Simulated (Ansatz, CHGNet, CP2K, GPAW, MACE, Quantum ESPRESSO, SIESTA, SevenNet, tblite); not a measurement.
## Running H11C3IN2 (P2_1/c) (68 atoms) with GPAW

Aim: run H11C3IN2 (P2_1/c) (68 atoms) in GPAW and see how near its forces come to a plane-wave reference, and at what cost.

Calculated with GPAW 26.7.0; the method is named at each step.

## Step 1: Starting point

The cell holds 68 atoms: 44 H, 12 C, 4 I and 8 N. Its edges and angles: a = 5.015 Å, b = 10.147 Å, c = 14.500 Å, α = 90.0°, β = 103.6°, γ = 90.0°. It derives from H11C3IN2 (P2_1/c), repeated 1×1×1. H11C3IN2, space group P2_1/c, structure from the Crystallography Open Database, 1 x 1 x 1 conventional cells; positions as listed; bonds to H set to neutron lengths (C-H 1.089, N-H 1.015, O-H 0.983, B-H 1.19 Å) where the listed ones are shorter. Then every atom was moved at random, 0.03 Å r.m.s. a Cartesian component (hydrogen 0.6 of that).

The yardstick, on the same geometry:

| Item | Value |
| --- | --- |
| method | Kohn-Sham DFT, PBE, PAW, plane waves (Ansatz 0.2.0); cutoff 420 eV, Γ point, fermi-dirac smearing of 0.05 eV; PAW set soft_2 |
| r.m.s. force component | 1.384 eV/Å |
| longest force | 6.69 eV/Å |
| pressure | 3.772 GPa |
| gap (highest filled to lowest empty level) | 4.365 eV |
| SCF cycles | 8 |
| time | 2.3 s on 8 threads of Arm Neoverse V2, shared host |
| CPU time | 15 s |

## Step 2: PBE, LCAO dzp, h 0.18 Å

Method: Kohn-Sham DFT, PBE, PAW, atomic orbitals (dzp).

run.py

```python
import numpy as np
from ase.io import read
from gpaw import GPAW, FermiDirac

atoms = read("structure.xyz")
atoms.calc = GPAW(
    mode="lcao",
    basis="dzp",
    h=0.18,
    xc="PBE",
    kpts={"size": (1, 1, 1), "gamma": True},
    occupations=FermiDirac(0.05),
    maxiter=200,
    symmetry={"point_group": False},
    txt="gpaw.txt",
)
energy = atoms.get_potential_energy(force_consistent=True)
forces = atoms.get_forces()
print(f"energy {energy:.6f} eV")
print("forces (eV/A)")
for i, (a, f) in enumerate(zip(atoms, forces)):
    print(f"{i:4d} {a.symbol:2s} {f[0]:10.5f} {f[1]:10.5f} {f[2]:10.5f}")
print(f"Fermi level {atoms.calc.get_fermi_level():.4f} eV")
for k in range(len(atoms.calc.get_ibz_k_points())):
    for s in range(atoms.calc.get_number_of_spins()):
        e = atoms.calc.get_eigenvalues(kpt=k, spin=s)
        n = np.searchsorted(e, atoms.calc.get_fermi_level())
        print(f"k {k} spin {s} levels about the Fermi level:", np.round(e[max(n - 6, 0):n], 4).tolist(), "|", np.round(e[n:n + 6], 4).tolist())
```

structure.xyz

```xyz
68
Lattice="5.01520 0.00000 0.00000 0.00000 10.14700 0.00000 -3.40914 0.00000 14.09395" Properties=species:S:1:pos:R:3 pbc="T T T"
H -0.88259 9.49394 4.13249
H 4.14741 4.38168 2.94113
H 2.43981 0.70014 9.93116
H -2.53404 5.75284 11.18750
H 3.15160 0.01076 5.28439
H 0.13662 5.06386 1.74511
H -1.56780 10.13097 8.80703
H 1.42027 5.10983 12.38915
H -0.43663 9.33494 5.73455
H 3.76171 4.28244 1.31158
H 2.07273 0.80760 8.36293
H -2.15551 5.90880 12.81662
H 3.18797 3.65485 4.91259
H 0.12840 8.71840 2.12579
H -1.61626 6.52026 9.17262
H 1.50557 1.47548 11.96435
H -0.38719 4.40299 5.20856
H 3.72278 9.51352 1.84490
H 2.00883 5.69815 8.88920
H -2.13006 0.63561 12.22129
H 2.64965 5.54026 6.11283
H 0.65598 0.49274 0.92766
H -1.06375 4.62663 7.97760
H 0.96585 9.66167 13.16079
H 2.07492 5.70921 4.45947
H 1.21893 0.62800 2.58159
H -0.44564 4.46569 9.61954
H 0.39052 9.54924 11.50870
H -0.83435 6.96723 3.89035
H 4.15179 1.90114 3.18735
H 2.45795 3.21934 10.25448
H -2.56993 8.26443 10.91957
H -0.36637 6.88413 5.56373
H 3.66613 1.81611 1.46394
H 1.98105 3.29006 8.54291
H -2.03790 8.29791 12.60535
H 2.10126 8.19015 4.45510
H 1.16863 3.13339 2.57454
H -0.56030 1.95512 9.64759
H 0.45439 7.02365 11.50940
H 2.53797 8.05662 6.20317
H 0.74818 2.98555 0.85748
H -0.95957 2.09140 7.88796
H 0.87140 7.14998 13.25085
C 2.96228 5.62702 5.08721
C 0.35614 0.55037 1.98936
C -1.36897 4.49766 8.96262
C 1.26610 9.55036 12.14490
C 3.81443 6.86901 4.91132
C -0.44943 1.79460 2.12776
C 2.77122 3.23801 9.13950
C 2.04993 8.34104 11.92616
C 2.97001 8.12886 5.13485
C 0.28827 3.06348 1.88408
C -1.34867 2.02737 8.86524
C 1.24961 7.10676 12.26822
[... 8 atom lines left out ...]
N 3.73261 4.39182 4.69681
N -0.45401 9.49353 2.31690
N -2.16447 5.66050 9.41208
N 2.04790 0.61704 11.74646
```

Run with:

```sh
$ OMP_NUM_THREADS=1 python run.py > output.txt
```

The program printed:

```text
energy -335.585214 eV
forces (eV/A)
   0 H     0.80730    0.34651   -2.43781
   1 H    -0.92073    0.59376    2.84978
   2 H    -1.40238   -0.49226    4.54980
   3 H    -0.18377   -0.33141   -1.40796
   4 H    -1.24984    1.99014    0.67124
   5 H     1.39523    2.20410   -0.33599
   6 H     1.50936   -2.66257   -0.49032
   7 H    -1.36979   -2.41648    0.46411
   8 H    -0.14961    0.22669    0.31680
   9 H    -0.67576    0.22561   -0.56516
  10 H    -1.36826   -0.31096   -1.46552
  11 H    -0.74630   -0.30848   -0.20557
  12 H    -2.65316   -4.48168    1.54567
  13 H     0.88277   -2.23319   -0.82436
  14 H    -0.16569    0.06600   -0.10191
  15 H    -0.04900    0.11711    0.31784
  16 H     0.22343   -0.47360    0.31065
  17 H    -3.18855   -0.35144   -2.13996
  18 H    -2.03993    0.25766   -1.23427
  19 H     3.38040    0.28560    2.06951
  20 H    -0.50609    0.04553    1.42225
  21 H     0.45255   -0.00691   -0.48947
  22 H     0.87561    0.12144   -2.93062
  23 H    -0.66044   -0.13373    1.81530
[...]
60 N     0.57620   -2.44710    1.20160
  61 N     0.07106   -3.11926   -2.12118
  62 N     2.27734    4.30214   -3.37055
  63 N     2.76019    2.46196    1.36317
  64 N     1.97470    5.39721   -1.87611
  65 N     2.75231    2.68694    3.46426
  66 N     2.30202    0.10693    1.52813
  67 N    -3.47283   -0.68859   -2.45286
Fermi level 2.0818 eV
k 0 spin 0 levels about the Fermi level: [0.1047, 0.1461, 0.2594, 0.2967, 0.3036, 0.3507] | [4.9908, 5.4118, 5.5318, 5.6453, 5.6658, 5.8754]
```

gpaw.txt:

```text
Input parameters:
  mode=LCAO(),
  basis={'default': 'dzp'},
  h=0.18,
  kpts=MonkhorstPack(size=(1, 1, 1), gamma=True),
  maxiter=200,
  occupations=Occupations(name='fermi-dirac', width=0.05, fixmagmom=False),
  symmetry=Symmetry(point_group=False),
  xc=XC(name='PBE')
Unit cell  # Å
| periodic |         x |         y |         z |   lengths |     angles |
|----------|-----------|-----------|-----------|-----------|------------|
|      yes |  5.015200 |  0.000000 |  0.000000 |  5.015200 |  90.000000 |
|      yes |  0.000000 | 10.147000 |  0.000000 | 10.147000 | 103.597906 |
|      yes | -3.409140 |  0.000000 | 14.093950 | 14.500402 |  90.000000 |
Number of symmetries: 1
Symmetry operations  # r_c * U_cc + t_c -> r_c
|   | kind |            matrix            |
|---|------|------------------------------|
| 0 |  E   |  1, 0, 0,  0, 1, 0,  0, 0, 1 |
BZ-sampling:
  Number of BZ points: 1
  Number of IBZ points: 1
  Monkhorst-Pack size: [1, 1, 1]
[... lines left out ...]
      Number of RI-basis functions 0
Reference energy: -798898.059223  # eV
eigensolver:
density mixing:
  MSR1-Mixer
occupation numbers:
  Fermi-Dirac:
    width: 0.0500  # eV
FastPoissonSolver using
    Stencil: 8*3+1=25 point O(h^6) finite-difference Laplacian
xc functional:
  name: PBE with 2 nearest neighbor stencil
interpolation: tri-quintic # 5. degree polynomial
Initialization done in: 4.715 s
convergence criteria:
- Maximum [total energy] change in last 3 cyles: 0.0005 eV / valence electron
- Maximum integral of absolute [dens]ity change: 0.0001 electrons / valence electron
- Maximum integral of absolute [eigenst]ate change: 4e-08 eV^2 / valence electron
maximum number of iterations: 200
SCF iterations
|iter     |      energy | eigst |  dens |
|---------|-------------|-------|-------|
|iter:   1| -346.524194 |      c|       |
|iter:   2| -344.431537 |      c| -0.77 |
|iter:   3| -335.634619 |      c| -0.80 |
|iter:   4| -335.589350 |      c| -1.44 |
|iter:   5| -335.585266c|      c| -2.00 |
|iter:   6| -335.585212c|      c| -2.70 |
|iter:   7| -335.585210c|      c| -3.19 |
|iter:   8| -335.585214c|      c| -3.66 |
|iter:   9| -335.585214c|      c| -4.30c|
Converged in 9 steps
SCF loop duration: 24.807 s (2.756 s/step)
Energy contributions relative to reference atoms: (reference = -798898.059223)
Energy contributions:
  Kinetic:         348.122239
  Coulomb:        -369.524251
  Zero:              2.854152
  External:          0.000000
  Xc:             -317.037353
  Entropy:          -0.000000
  Spinorbit:         0.000000
  ----------------------------
  Free energy:    -335.585214
  Extrapolated:   -335.585214
dipole moment: (64.706035, -1.565737, -0.233014)  # |e|*Ang
Fermi level: 2.082
Eigenvalues  # (at kpt = [0.000, 0.000, 0.000])
| band index |      eig [eV] | occ [0-2] |
|------------|---------------|-----------|
|          0 |       -19.524 |     2.000 |
|        ... |               |           |
|         72 |        -0.051 |     2.000 |
|         73 |         0.017 |     2.000 |
[...]
|         87 |         6.243 |     0.000 |
|        ... |               |           |
|         99 |         8.185 |     0.000 |
Gap: 4.640 eV
Transition (v -> c):
  (s=0, k=0, n=79, [0.00, 0.00, 0.00]) -> (s=0, k=0, n=80, [0.00, 0.00, 0.00])
No difference between direct/indirect transitions
Force computation time: 5.561  # s
timing:  # [seconds]
  Total:  35.108  # ━━━━━━━━━━━━━━━━━━━━━━━━━━━━━━━━━━━━━━━━━━━━━━━━━━━━━━━━━
  Init:    4.715  # ━━━━━━━╸
  SCF:    24.807  # ━━━━━━━━━━━━━━━━━━━━━━━━━━━━━━━━━━━━━━━━╸
  Forces:  5.562  # ━━━━━━━━━
```

Elapsed: 36 s, on 1 thread of Arm Neoverse V2, shared host; peak memory 0.73 GiB.

Banners, paths, timers and routine set-up lines are dropped from the logs unmarked, and long logs keep their key lines alone; longer cuts are marked.

Numbers from this run, and their distance from the reference:

* r.m.s. force component: 1.615 eV/Å
* r.m.s. difference of force components: 343 meV/Å
* longest difference of force vectors: 930.6 meV/Å
* force difference over r.m.s. force: 24.79 %
* slope of forces against the reference's: 1.15
* correlation of force components: 0.9856
* gap (highest filled to lowest empty level): 4.64 eV
* gap difference: 0.2746 eV

Length of the force difference by element (eV/Å):

```
element  atoms   mean   most
      C     12   0.43   0.64
      H     44   0.62   0.93
      I      4  0.048  0.051
      N      8   0.66   0.90
```

Levels nearest the highest filled one (eV from it): -0.25, -0.20, -0.09, -0.05, -0.05, 0.00, 4.64, 5.06, 5.18, 5.29, 5.32, 5.52.

The surroundings of C51, which bears the longest force, nearest first, numbered as they follow in the input and with coordinates relative to it.

```csv
atom,x,y,z,distance (Å),bonds,Fx,Fy,Fz (eV/Å)
C51,0.00,0.00,0.00,0.00,4,5.33,-0.07,4.98
H35,-0.79,0.05,-0.60,0.99,1,-4.54,0.14,-3.43
H31,-0.31,-0.02,1.11,1.16,1,0.16,-0.04,-1.21
C55,0.90,-1.21,-0.27,1.53,4,-2.26,-0.92,2.48
C47,0.88,1.26,-0.18,1.54,4,-1.14,-0.04,3.01
H43,1.28,-1.15,-1.25,2.13,1,0.89,-0.37,-2.01
H23,1.18,1.39,-1.16,2.16,1,0.88,0.12,-2.93
H39,1.68,-1.28,0.51,2.18,1,0.20,0.08,-0.12
H27,1.80,1.23,0.48,2.23,1,-0.27,-0.24,-0.26
```

Atoms are counted from 1 here, from 0 in the log.

Forces lie 25 % from the reference's, at 2.5 times its CPU time (on 1 against 8 cores).

## Step 3: PBE, LCAO dzp, h 0.18 Å, other mixer settings

Method: Kohn-Sham DFT, PBE, PAW, atomic orbitals (dzp).

Changes to run.py since step 2:

```diff
@@ -2,3 +2,4 @@
 from ase.io import read
-from gpaw import GPAW, FermiDirac
+from gpaw import GPAW, FermiDirac, Mixer
+from ase.parallel import parprint as print
 
@@ -12,2 +13,3 @@
     occupations=FermiDirac(0.05),
+    mixer=Mixer(0.1, 5, 50),
     maxiter=200,
```

structure.xyz is that of step 2.

Run with:

```sh
$ OMP_NUM_THREADS=1 mpirun -np 2 gpaw python run.py > output.txt
```

The program printed:

```text
energy -335.585214 eV
forces (eV/A)
   0 H     0.80767    0.34681   -2.43845
   1 H    -0.92113    0.59396    2.85056
   2 H    -1.40281   -0.49248    4.55046
   3 H    -0.18328   -0.33169   -1.40851
   4 H    -1.25030    1.99107    0.67142
   5 H     1.39583    2.20503   -0.33633
   6 H     1.50991   -2.66345   -0.49065
   7 H    -1.37015   -2.41732    0.46435
   8 H    -0.14867    0.22698    0.31757
   9 H    -0.67668    0.22586   -0.56600
  10 H    -1.36907   -0.31120   -1.46627
  11 H    -0.74539   -0.30872   -0.20490
  12 H    -2.65375   -4.48290    1.54597
  13 H     0.88350   -2.23449   -0.82464
  14 H    -0.16518    0.06732   -0.10226
  15 H    -0.04958    0.11848    0.31819
  16 H     0.22431   -0.47395    0.31099
  17 H    -3.18937   -0.35176   -2.14022
  18 H    -2.04054    0.25820   -1.23447
  19 H     3.38109    0.28599    2.06977
  20 H    -0.50612    0.04539    1.42196
  21 H     0.45258   -0.00708   -0.48932
  22 H     0.87571    0.12172   -2.93032
  23 H    -0.66047   -0.13351    1.81503
[...]
60 N     0.58007   -2.44141    1.20035
  61 N     0.06739   -3.11400   -2.12079
  62 N     2.27380    4.29771   -3.37048
  63 N     2.76440    2.45629    1.36293
  64 N     1.97877    5.39349   -1.87955
  65 N     2.74754    2.68324    3.46778
  66 N     2.29689    0.11062    1.53150
  67 N    -3.46753   -0.68501   -2.45700
Fermi level 2.0818 eV
k 0 spin 0 levels about the Fermi level: [0.1046, 0.1459, 0.2593, 0.2967, 0.3035, 0.3505] | [4.9909, 5.4118, 5.5319, 5.6453, 5.6659, 5.8754]
```

gpaw.txt:

```text
Input parameters:
  mode=LCAO(),
  basis={'default': 'dzp'},
  h=0.18,
  kpts=MonkhorstPack(size=(1, 1, 1), gamma=True),
  maxiter=200,
  mixer=Pulay(name='pulay', nmaxold=5, beta=0.1, weight=50, sigma=0.015, g_ss=None),
  occupations=Occupations(name='fermi-dirac', width=0.05, fixmagmom=False),
  symmetry=Symmetry(point_group=False),
  xc=XC(name='PBE')
Unit cell  # Å
[... lines left out ...]
  Fermi-Dirac:
[... lines left out ...]
convergence criteria:
- Maximum [total energy] change in last 3 cyles: 0.0005 eV / valence electron
[... lines left out ...]
Converged in 16 steps
[... lines left out ...]
  Free energy:    -335.585214
  Extrapolated:   -335.585214
dipole moment: (64.706302, -1.565744, -0.233060)  # |e|*Ang
Fermi level: 2.082
Eigenvalues  # (at kpt = [0.000, 0.000, 0.000])
| band index |      eig [eV] | occ [0-2] |
|------------|---------------|-----------|
|          0 |       -19.525 |     2.000 |
|        ... |               |           |
|         72 |        -0.051 |     2.000 |
|         73 |         0.017 |     2.000 |
[...]
|         87 |         6.243 |     0.000 |
|        ... |               |           |
|         99 |         8.185 |     0.000 |
Gap: 4.640 eV
Transition (v -> c):
  (s=0, k=0, n=79, [0.00, 0.00, 0.00]) -> (s=0, k=0, n=80, [0.00, 0.00, 0.00])
No difference between direct/indirect transitions
Force computation time: 2.854  # s
timing:  # [seconds]
  Total:  29.163  # ━━━━━━━━━━━━━━━━━━━━━━━━━━━━━━━━━━━━━━━━━━━━━━━━━━━━━━━━━
  Init:    2.881  # ━━━━━╸
  SCF:    23.425  # ━━━━━━━━━━━━━━━━━━━━━━━━━━━━━━━━━━━━━━━━━━━━━━
  Forces:  2.854  # ━━━━━╸
```

The job ended after 31 s (2 MPI ranks; peak memory 0.85 GiB; 62 s of CPU time).

Compared with the plane-wave run:

| Item | Value |
| --- | --- |
| r.m.s. force component | 1.614 eV/Å |
| r.m.s. difference of force components | 342.7 meV/Å |
| longest difference of force vectors | 932 meV/Å |
| force difference over r.m.s. force | 24.77 % |
| slope of forces against the reference's | 1.15 |
| correlation of force components | 0.9856 |
| gap (highest filled to lowest empty level) | 4.64 eV |
| gap difference | 0.2749 eV |
| energy less the same-level run's | 0 meV/atom |
| r.m.s. force difference from the same-level run | 1.868 meV/Å |

Against the first run (25 %), the force difference from the reference is 25 %, at 1.7 times the CPU time (on 2 against 1 cores) (16 SCF steps against 9): another solver or mixer reaches the same state.

## Step 4: PBE, LCAO szp(dzp), h 0.18 Å

Method: Kohn-Sham DFT, PBE, PAW, atomic orbitals (szp(dzp)).

Changes to run.py since step 3:

```diff
@@ -2,4 +2,3 @@
 from ase.io import read
-from gpaw import GPAW, FermiDirac, Mixer
-from ase.parallel import parprint as print
+from gpaw import GPAW, FermiDirac
 
@@ -8,3 +7,3 @@
     mode="lcao",
-    basis="dzp",
+    basis="szp(dzp)",
     h=0.18,
@@ -13,3 +12,2 @@
     occupations=FermiDirac(0.05),
-    mixer=Mixer(0.1, 5, 50),
     maxiter=200,
```

structure.xyz is that of step 3.

Run with:

```sh
$ OMP_NUM_THREADS=1 python run.py > output.txt
```

The program printed:

```text
energy -293.929372 eV
forces (eV/A)
   0 H     1.78979    0.55878   -5.01123
   1 H    -1.99080    0.60253    5.52900
   2 H    -2.59176   -0.39002    7.34004
   3 H     0.96958   -0.47425   -3.82217
   4 H    -3.60381    4.46939    1.30356
   5 H     3.76800    4.55997   -1.24254
   6 H     3.98288   -5.08514   -1.30515
   7 H    -3.69983   -4.74697    1.31665
   8 H     2.11364   -0.04593    2.30877
   9 H    -2.76610   -0.01462   -2.70221
  10 H    -3.53962    0.15531   -3.56986
  11 H     1.32374   -0.01596    1.73153
  12 H    -4.42818   -6.39227    2.17312
  13 H     2.65774   -4.09367   -1.32094
  14 H     1.31342    1.91712   -0.71560
  15 H    -1.51138    1.96763    0.85752
  16 H     1.99827   -0.37247    1.29032
  17 H    -5.11370   -0.13796   -3.16992
  18 H    -3.75631    0.21634   -2.33323
  19 H     5.20534    0.19429    3.09662
  20 H    -0.95475   -0.01310    3.13401
  21 H     0.84085    0.01746   -2.09569
  22 H     1.38484    0.28795   -4.76665
  23 H    -1.12553   -0.04954    3.58912
[...]
60 N     0.20680   -3.88795    1.05329
  61 N     0.38328   -4.28357   -1.54958
  62 N     2.84689    5.49066   -3.00764
  63 N     2.30661    3.76201    0.81069
  64 N     2.43303    6.45131   -4.02296
  65 N     2.43365    3.56136    5.50333
  66 N     2.10680   -0.95585    3.87549
  67 N    -3.46658   -1.73405   -4.62837
Fermi level 2.6549 eV
k 0 spin 0 levels about the Fermi level: [1.1652, 1.2037, 1.3268, 1.3692, 1.39, 1.4177] | [5.3874, 6.2511, 6.3722, 6.4194, 6.7824, 6.8825]
```

gpaw.txt:

```text
Input parameters:
  mode=LCAO(),
  basis={'default': 'szp(dzp)'},
  h=0.18,
  kpts=MonkhorstPack(size=(1, 1, 1), gamma=True),
  maxiter=200,
  occupations=Occupations(name='fermi-dirac', width=0.05, fixmagmom=False),
  symmetry=Symmetry(point_group=False),
  xc=XC(name='PBE')
Unit cell  # Å
| periodic |         x |         y |         z |   lengths |     angles |
[... lines left out ...]
  Fermi-Dirac:
[... lines left out ...]
convergence criteria:
- Maximum [total energy] change in last 3 cyles: 0.0005 eV / valence electron
[... lines left out ...]
Converged in 8 steps
[... lines left out ...]
  Free energy:    -293.929372
  Extrapolated:   -293.929372
dipole moment: (64.837505, -1.588575, -0.221949)  # |e|*Ang
Fermi level: 2.655
Eigenvalues  # (at kpt = [0.000, 0.000, 0.000])
| band index |      eig [eV] | occ [0-2] |
|------------|---------------|-----------|
|          0 |       -20.460 |     2.000 |
|        ... |               |           |
|         72 |         1.047 |     2.000 |
|         73 |         1.070 |     2.000 |
[...]
|         87 |         7.242 |     0.000 |
|        ... |               |           |
|         99 |         8.937 |     0.000 |
Gap: 3.970 eV
Transition (v -> c):
  (s=0, k=0, n=79, [0.00, 0.00, 0.00]) -> (s=0, k=0, n=80, [0.00, 0.00, 0.00])
No difference between direct/indirect transitions
Force computation time: 4.694  # s
timing:  # [seconds]
  Total:  27.996  # ━━━━━━━━━━━━━━━━━━━━━━━━━━━━━━━━━━━━━━━━━━━━━━━━━━━━━━━━━
  Init:    4.177  # ━━━━━━━━╸
  SCF:    19.102  # ━━━━━━━━━━━━━━━━━━━━━━━━━━━━━━━━━━━━━━━
  Forces:  4.694  # ━━━━━━━━━╸
```

The job ended after 29 s (1 thread; peak memory 0.71 GiB).

Compared with the plane-wave run:

| Property | Result |
| --- | --- |
| r.m.s. force component | 2.478 eV/Å |
| r.m.s. difference of force components | 1501 meV/Å |
| longest difference of force vectors | 4285 meV/Å |
| force difference over r.m.s. force | 108.5 % |
| slope of forces against the reference's | 1.515 |
| correlation of force components | 0.846 |
| gap (highest filled to lowest empty level) | 3.97 eV |
| gap difference | -0.3958 eV |

This is a coarse setting, run to see what it loses.

Against the first run (25 %), the force difference from the reference is 109 %, at 0.80 times the CPU time, with 392 basis functions against 532: the smaller basis costs accuracy.

(Continued in part 2 of 2.)

[Also dropped from logs without a mark: logging warnings of Python, and SIESTA's first energy breakdown and zero terms.]

[Logs are printed without paths, hosts, clocks, repeated set-up lines and the standing remarks that a program may print on its own settings, such as how far it seeks lower states.]

[Hosts, paths, dates, database ids (printed as entryN), source tags and the programs' standing remarks are cut or masked in the printed files.]
